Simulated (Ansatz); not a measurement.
The crystal is InAs (F-43m).

The database entry behind the starting cell differs from later determinations by our own check (about 0.4 % short), so it need not match the best structure at ambient conditions.

```cif
data_structure
_symmetry_space_group_name_H-M 'P 1'
_symmetry_Int_Tables_number 1
_cell_length_a 4.2681
_cell_length_b 4.2681
_cell_length_c 4.2681
_cell_angle_alpha 60.000
_cell_angle_beta 60.000
_cell_angle_gamma 60.000
_cell_volume 54.98
loop_
_atom_site_label
_atom_site_type_symbol
_atom_site_fract_x
_atom_site_fract_y
_atom_site_fract_z
_atom_site_occupancy
In1 In 0.00000 0.00000 0.00000 1
As2 As 0.25000 0.25000 0.25000 1
```

The cell and positions come from the Crystallography Open Database and are kept as given unless a step says otherwise.

Gaps computed with Ansatz 0.2.0 without a self-energy: r2SCAN 0.28 eV, r2SCAN+SOC 0.17 eV and HSE06+SOC 0.49 eV.

**Question.** Estimate the G0W0@r2SCAN gap with 8×8×8 mesh, 493 empty bands, screening to 250 eV, hard PAW files.

About 0.48 eV: on its mesh the run moves the gap from 0.28 eV by +0.20 eV. Spin-orbit coupling is not in that value; its −0.11 eV at the r2SCAN level would bring it to about 0.37 eV. Bands and cutoff are finite, so the gap is not at the basis limit. The miss can reach some tenths of an eV and take either sign; the mesh is an error of its own. The RPA ε∞ on this mesh reaches over 25; with a narrow direct gap a coarse mesh can overstate it, and the correction is then too small. The many-body steps are scalar-relativistic: spin-orbit coupling is not in them.

[Paths, hosts, dates, memory and timing lines, banners, echoed tables and standing remarks are left out of the program output.]

[Logs are printed without paths, hosts, clocks, repeated set-up lines and the standing remarks that a program may print on its own settings, such as how far it seeks lower states.]

[Runs of the session that timed out or met a known fault of the program may be left out.]

[Cells called generated may have been cut or substituted from an entry of the Crystallography Open Database or the Materials Project.]

[Hosts, paths, dates, database ids (printed as entryN), source tags and the programs' standing remarks are cut or masked in the printed files.]
